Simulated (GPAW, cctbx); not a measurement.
# Reading charge transfer from structure factors

Ba3Zn, Fm-3m (no. 225), a = 8.9584 Å, b = 8.9584 Å, c = 8.9584 Å, α = 90.00°, β = 90.00°, γ = 90.00°.

```csv
atom,mult.,x,y,z
Ba1,8,1/4,1/4,3/4
Ba2,4,1/2,0,0
Zn1,4,0,0,0
```

The cell comes from substitution in a known structure type and wasn't matched to any measured phase.

Absolute values of the static structure factors of the conventional cell from DFT (PBE, GPAW) against free spherical atoms, in electrons:

```
hkl  d (Å)  free atoms  crystal
111  5.172       93.40    93.57
020  4.479       91.47    91.67
022  3.167      671.31   670.77
131  2.701       83.17    83.72
222  2.586       82.29    83.11
040  2.240      610.82   610.68
133  2.055       77.14    77.20
042  2.003       76.53    76.58
242  1.829      567.28   566.72
333  1.724       72.91    72.40
```

**Question.** Which way does charge move, and which reflections show it best?

Project each element's phase sum on the total phase. At low angle |F| should rise if density moves to atoms that scatter in phase and fall if it moves to atoms that scatter against it.

| hkl | Ba in phase | Zn in phase | change (e) | (%) |
| --- | --- | --- | --- | --- |
| 111 | +4.0 | -4.0 | +0.16 | +0.2 |
| 020 | +4.0 | -4.0 | +0.20 | +0.2 |
| 022 | +12.0 | +4.0 | -0.54 | -0.1 |
| 131 | +4.0 | -4.0 | +0.55 | +0.7 |
| 222 | +4.0 | -4.0 | +0.82 | +1.0 |
| 040 | +12.0 | +4.0 | -0.14 | 0.0 |
| 133 | +4.0 | -4.0 | +0.06 | +0.1 |
| 042 | +4.0 | -4.0 | +0.06 | +0.1 |

Low-angle reflections that set elements apart and change by more than 0.05 e: 111, 020, 131, 222, 133 and 042. The real-space density gives Voronoi charges Ba +0.02, Zn -0.07 e. The rule read on the reflections points the other way from these charges in every case, so the two measures disagree on the direction. The reflections see the density near the nuclei and the atoms' change of size and shape; Voronoi cells count what crosses the midplanes.

[Outputs are excerpts: Python notices, other lines and further rows are left out; steps that failed or that the build refused (PBEsol, TPSS) are not shown.]

[Logs are printed without paths, hosts, clocks, repeated set-up lines and the standing remarks that a program may print on its own settings, such as how far it seeks lower states.]
